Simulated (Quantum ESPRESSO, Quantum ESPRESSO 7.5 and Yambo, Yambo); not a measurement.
## Excitons of CdF2 (Fm-3m) on ever denser meshes

Aim: the absorption spectrum of CdF2 (Fm-3m) with electron-hole interaction, and what each part of the kernel does.

Calculated with Quantum ESPRESSO 7.5 and Yambo 5.3.0; PBE and many-body steps on it, plane waves.

## 1. Starting point

The structure is cubic, space group Fm-3m (No. 225). Conventional cell: a = 5.388 Å, b = 5.388 Å, c = 5.388 Å, α = 90.00°, β = 90.00°, γ = 90.00°. Nearest to Cd lie 8 F at 2.33 Å. Nearest to F lie 4 Cd at 2.33 Å. Farther neighbours and most contacts between anions are not listed.

The cell and positions come from the Crystallography Open Database and are kept as given unless a step says otherwise.

## 2. Empty states on the mesh, 4×4×4 mesh, 105 bands

This step: Quantum ESPRESSO 7.5; DFT, PBE, plane waves, norm-conserving pseudopotentials.

The sums over transitions need many empty states on a uniform mesh; this step solves for them.

pw.in

```
&control
  calculation = 'nscf'
  prefix = 'x'
  outdir = 'o'
  pseudo_dir = 'pseudo'
/
&system
  ibrav = 0
  nat = 3
  ntyp = 2
  ecutwfc = 94.0
  nbnd = 105
  force_symmorphic = .true.
/
&electrons
  conv_thr = 1e-9
  electron_maxstep = 80
  diago_full_acc = .true.
  diago_thr_init = 5e-6
/
ATOMIC_SPECIES
  Cd 112.41 Cd.upf
  F 18.998 F.upf
CELL_PARAMETERS angstrom
  0.0000000000 2.6940000000 2.6940000000
  2.6940000000 -0.0000000000 2.6940000000
  2.6940000000 2.6940000000 -0.0000000000
ATOMIC_POSITIONS crystal
  Cd 0.0000000000 0.0000000000 0.0000000000
  F 0.2500000000 0.2500000000 0.2500000000
  F 0.7500000000 0.7500000000 0.7500000000
K_POINTS automatic
  4 4 4 0 0 0
```

Run with:

```bash
> OMP_NUM_THREADS=1 mpirun -n 4 pw.x -nk 4 -in pw.in > pw.out
```

Log:

```text
Program PWSCF v.7.5 starts

     This program is part of the open-source Quantum ESPRESSO suite
     for quantum simulation of materials; please cite
         "P. Giannozzi et al., J. Phys.:Condens. Matter 21 395502 (2009);
         "P. Giannozzi et al., J. Phys.:Condens. Matter 29 465901 (2017);
         "P. Giannozzi et al., J. Chem. Phys. 152 154105 (2020);
     in publications or presentations arising from this work. More details at

     Atomic positions and unit cell read from directory:
     o/x.save/

     Message from routine setup:
[...]
102.6465

          k =-0.3536-0.3536 0.3536 (  4092 PWs)   bands (ev):

[...]
89.2980  89.2980  92.8034  92.8898  93.9928  95.8825  95.8825  97.1290
    97.1290  98.6895  99.1573  99.1574  99.6998 100.5123 100.5123 102.6182
   103.1940

          k = 0.3536 0.0000 0.0000 (  4064 PWs)   bands (ev):

     [... further k-points ...]

     highest occupied, lowest unoccupied level (ev):     6.5299    9.6539

     XML data file, pseudopotentials, collected wavefunctions

=------------------------------------------------------------------------------=
   JOB DONE.
=------------------------------------------------------------------------------=
```

The job ended after 6.9 s (4 MPI ranks of Arm Neoverse V2, shared host; peak memory 0.35 GiB).

This step gave:

- gap: 3.124 eV
- k of the valence top: 0.25, -0.5, -0.25
- k of the conduction bottom: 0, 0, 0
- least direct gap: 3.619 eV
- k points computed: 8
- lowest point of the top converged band, above the valence top: 93.6212 eV

On this mesh the gap is 3.124 eV.

The density comes from a self-consistent run that is not shown.

## 3. Conversion and set-up

This step: Yambo 5.3.0; conversion and set-up on PBE, plane waves, norm-conserving pseudopotentials.

The states are converted to the many-body program's format and the q mesh is built.

Run with:

```bash
> (cd o/x.save; p2y > p2y.log; mv SAVE ../..); yambo > setup.log
```

Log:

```text
 Yambo, version 5.3.0

 [02] CORE Variables Setup
 =========================

  [02.01] Unit cells
  ==================

  Cell kind             :  FCC
  Atoms in the cell     :  Cd  F
  number of Cd atoms    :  1
  number of F  atoms    :  2

  List of atomic masses
  Mass of Cd    :  112.4100
  Mass of F     :  18.99800

  List of atomic coordinates    : [cc]
  Cd1       :  0.000000  0.000000  0.000000  order 1
  F1       :  2.545461  2.545461  2.545461  order 2
  F2       :  7.636383  7.636383  7.636383  order 3

  Alat factors          :  5.090922  5.090922  5.090922 [a.u.]
[...]
==========================================

 IBZ Q-points                                      :   8
 BZ  Q-points                                      :   64

 K/Q-points units:
 rlu = crystal or reduced units; cc = cartesian coordinates; iku = interal k-units

 Q [1]          [rlu]:  0.000000  0.000000  0.000000
 Q [2]          [rlu]: -0.36046E-16 -0.36046E-16  0.25000
 Q [3]          [rlu]:  0.72092E-16  0.72092E-16 -0.50000
[...]
Q [7]          [rlu]:  0.13177E-16 -0.50000     -0.50000
 Q [8]          [rlu]:  0.250000 -0.500000 -0.250000

  [03.01] X indexes
  =================

   [03.01.01] Sigma indexes
   ========================

 [06] Game Over & Game summary
```

Run time: 2.4 s. Hardware: 1 MPI rank; peak memory 0.25 GiB.

## 4. Screening and self-energy, 4×4×4 mesh, 105 bands, screening to 163.3 eV

Now the one-shot GW correction: screening in the RPA, then the self-energy of the levels asked for.

This step: G0W0 on PBE, plane waves, norm-conserving pseudopotentials.

gw1.in

```
HF_and_locXC
gw0
dyson
ppa
em1d
rim_cut
RandQpts= 1000000
RandGvec= 1 RL
EXXRLvcs= 94 Ry
VXCRLvcs= 376 Ry
Chimod= "HARTREE"
% BndsRnXp
 1 | 105 |
%
NGsBlkXp= 12 Ry
% LongDrXp
 1 | 1 | 1 |
%
% GbndRnge
 1 | 105 |
%
DysSolver= "n"
ExtendOut
PPAPntXp= 27.21138 eV
% QPkrange
 8 | 8 | 16 | 19 |
 1 | 1 | 16 | 19 |
%
```

Run with:

```bash
> OMP_NUM_THREADS=1 mpirun -n 4 yambo -F gw1.in -J gw1 -C gw1 > gw1.log
```

Log:

```text
 Yambo, version 5.3.0

 [02] CORE Variables Setup
 =========================

  [... cell, symmetries and grids as in the set-up ...]

  [02.05] Energies & Occupations
  ==============================

  [X] === General ===
  [X] Electronic Temperature                        :  0.000000  0.000000 [eV K]
  [X] Bosonic    Temperature                        :  0.000000  0.000000 [eV K]
  [X] Finite Temperature mode                       : no
  [X] El. density                                   :  0.86947E+24 [cm-3]
[...]
QP @ state[ 1 ] b range                          :  16  19
   QP @ state[ 2 ] K range                          :   8   8
   QP @ state[ 2 ] b range                          :  16  19
   GF energies kind                                 : Perdew, Burke & Ernzerhof(X)+Perdew, Burke & Ernzerhof(C)
   GF WF`s kind                                     : Perdew, Burke & Ernzerhof(X)+Perdew, Burke & Ernzerhof(C)
   Xs energies kind                                 : Perdew, Burke & Ernzerhof(X)+Perdew, Burke & Ernzerhof(C)
   Xs WF`s kind                                     : Perdew, Burke & Ernzerhof(X)+Perdew, Burke & Ernzerhof(C)

 [11] Game Over & Game summary
```

Run time: 58 s. Hardware: 4 MPI ranks; peak memory 1.7 GiB.

Numbers from this step:

| Quantity | Value |
| --- | --- |
| G0W0 gap on the points computed | 5.313 eV |
| starting gap on the mesh | 3.124 eV |
| k of the valence top | 0.25, -0.5, -0.25 |
| k of the conduction bottom | 0, 0, 0 |
| least direct G0W0 gap on the computed points | 6.069 eV |

The gap on the mesh goes from 3.12 eV to 5.31 eV, a correction of +2.19 eV.

The gap opens by 2.189 eV; the next steps shift the empty bands rigidly by 2.450 eV, the correction at the start's least direct gap.

## 5. Empty states on the mesh, 4×4×4 mesh, 26 bands

This step: Quantum ESPRESSO 7.5; DFT, PBE, plane waves, norm-conserving pseudopotentials.

pw.in: that of step 2 with these lines changed.

```diff
@@ -11,3 +11,3 @@
   ecutwfc = 94.0
-  nbnd = 105
+  nbnd = 26
   force_symmorphic = .true.
```

Run with:

```bash
> OMP_NUM_THREADS=1 mpirun -n 4 pw.x -nk 4 -in pw.in > pw.out
```

Log:

```text
[banner, memory and clock lines left out]
Program PWSCF v.7.5 starts

     Atomic positions and unit cell read from directory:
     o/x.save/

     Message from routine setup:
     using ibrav=0 with symmetry is DISCOURAGED, use correct ibrav instead

     G-vector sticks info

     bravais-lattice index     =            0
     lattice parameter (alat)  =       7.1997  a.u.
     unit-cell volume          =     263.8878 (a.u.)^3
     number of atoms/cell      =            3
     number of atomic types    =            2
     number of electrons       =        34.00
[...]
6.0345   9.6539  19.2706  19.2706  19.2706  24.2210  26.4704  26.4704
    29.9596  29.9597

          k = 0.1768 0.1768-0.1768 (  4050 PWs)   bands (ev):

[...]
28.7369  29.9034

          k =-0.3536-0.3536 0.3536 (  4092 PWs)   bands (ev):

[...]
2.2081   2.2081   2.3943   3.7790   4.2677   4.6993   4.6993   6.1366
     6.1366  13.7336  15.7117  21.0638  21.0638  24.7514  24.7514  25.2395
    27.7004  29.9108

          k = 0.3536 0.0000 0.0000 (  4064 PWs)   bands (ev):

     [... further k-points ...]

     highest occupied, lowest unoccupied level (ev):     6.5299    9.6539

     XML data file, pseudopotentials, collected wavefunctions
```

Run time: 1.6 s. Hardware: 4 MPI ranks; peak memory 0.06 GiB; 6.1 s of CPU time.

This step gave:

| Quantity | Value |
| --- | --- |
| gap | 3.124 eV |
| k of the valence top | 0.25, -0.5, -0.25 |
| k of the conduction bottom | 0, 0, 0 |
| least direct gap | 3.619 eV |
| k points computed | 8 |
| lowest point of the top converged band, above the valence top | 22.40 eV |

On this mesh the gap is 3.124 eV.

## 6. Conversion and set-up

This step: Yambo 5.3.0; conversion and set-up on PBE, plane waves, norm-conserving pseudopotentials.

Run with:

```bash
> (cd o/x.save; p2y > p2y.log; mv SAVE ../..); yambo > setup.log
```

Log:

```text
 Yambo, version 5.3.0

 [02] CORE Variables Setup
 =========================

  [02.01] Unit cells
  ==================

  Cell kind             :  FCC
  Atoms in the cell     :  Cd  F
  number of Cd atoms    :  1
  number of F  atoms    :  2

  List of atomic masses
  Mass of Cd    :  112.4100
  Mass of F     :  18.99800

  List of atomic coordinates    : [cc]
  Cd1       :  0.000000  0.000000  0.000000  order 1
  F1       :  2.545461  2.545461  2.545461  order 2
  F2       :  7.636383  7.636383  7.636383  order 3

  Alat factors          :  5.090922  5.090922  5.090922 [a.u.]
[...]
==========================================

 IBZ Q-points                                      :   8
 BZ  Q-points                                      :   64

 K/Q-points units:
 rlu = crystal or reduced units; cc = cartesian coordinates; iku = interal k-units

 Q [1]          [rlu]:  0.000000  0.000000  0.000000
 Q [2]          [rlu]: -0.36046E-16 -0.36046E-16  0.25000
 Q [3]          [rlu]:  0.72092E-16  0.72092E-16 -0.50000
[...]
Q [7]          [rlu]:  0.13177E-16 -0.50000     -0.50000
 Q [8]          [rlu]:  0.250000 -0.500000 -0.250000

  [03.01] X indexes
  =================

   [03.01.01] Sigma indexes
   ========================

 [06] Game Over & Game summary
```

It took 2.3 s on 1 MPI rank; peak memory 0.25 GiB.

[end of part 1 of 5]

[Paths, hosts, dates, memory and timing lines, banners, echoed tables and standing remarks are left out of the program output.]

[Logs are printed without paths, hosts, clocks, repeated set-up lines and the standing remarks that a program may print on its own settings, such as how far it seeks lower states.]

[Runs of the session that timed out or met a known fault of the program may be left out.]

[Hosts, paths, dates, database ids (printed as entryN), source tags and the programs' standing remarks are cut or masked in the printed files.]
